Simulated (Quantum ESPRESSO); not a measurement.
## Fixed-spin-moment curve of MnCuAs: moment fixed at 1.179 μB

Quantum ESPRESSO 7.5; PBE; plane waves with GBRV 1.5 PBE potentials, no spin-orbit coupling.

pw.in reads:

```
&CONTROL
  calculation = 'scf'
  prefix = 'pwscf'
  outdir = './tmp'
  pseudo_dir = './pseudo'
  disk_io = 'nowf'
/
&SYSTEM
  ibrav = 0
  celldm(1) = 8
  nat = 6
  ntyp = 3
  ecutwfc = 40
  ecutrho = 280
  nbnd = 56
  occupations = 'smearing'
  smearing = 'fd'
  degauss = 0.00367493
  nspin = 2
  starting_magnetization(1) = 0
  starting_magnetization(2) = 0.0393
  starting_magnetization(3) = 0
  tot_magnetization = 1.179
/
&ELECTRONS
  conv_thr = 1.2d-08
  electron_maxstep = 150
  mixing_beta = 0.3
/
ATOMIC_SPECIES
Cu     63.5460 cu_pbe_v1.2.uspp.F.UPF
Mn     54.9380 mn_pbe_v1.5.uspp.F.UPF
As     74.9216 as_pbe_v1.uspp.F.UPF
CELL_PARAMETERS alat
   0.9023442245088    0.0000000000000    0.0000000000000
   0.0000000000000    0.9023442245088    0.0000000000000
   0.0000000000000    0.0000000000000    1.4924112069232
ATOMIC_POSITIONS crystal
Cu      0.7500000000    0.2500000000    0.0000000000
Cu      0.2500000000    0.7500000000    0.0000000000
Mn      0.2500000000    0.2500000000    0.6700000000
Mn      0.7500000000    0.7500000000    0.3300000000
As      0.2500000000    0.2500000000    0.2660000000
As      0.7500000000    0.7500000000    0.7340000000
K_POINTS automatic
8 8 8 0 0 0
```

The run is started by

```
> OMP_NUM_THREADS=1 mpirun -n 4 pw.x -nk 4 -in pw.in > pw.out
```

Before running it: what should come out for the spin moment in the atom's sphere?

The site moments add up to 1.19 μB, as the cell's moment does. Symmetry leaves 3 kinds of site among the 6 atoms, and equivalent atoms carry values of equal size.

Spin moment in the atom's sphere by atom:

```
atom  spin moment in the atom's sphere (μB)
 Cu1                                 -0.033
 Cu2                                 -0.033
 Mn3                                  0.665
 Mn4                                  0.665
 As5                                 -0.036
 As6                                 -0.036
```

This step gave:

```
absolute magnetization                        : 1.751 μB
half the difference of the two Fermi energies : -220.7 meV
```

[Logs and program files are shortened in this print: banners, set-up blocks, solver, clock and traceback lines can be left out without a mark of their own.]

[Logs are printed without paths, hosts, clocks, repeated set-up lines and the standing remarks that a program may print on its own settings, such as how far it seeks lower states.]

[Hosts, paths, dates, database ids (printed as entryN), source tags and the programs' standing remarks are cut or masked in the printed files.]

[Where a cell is said to come from a database of computed structures, the database is the Materials Project.]
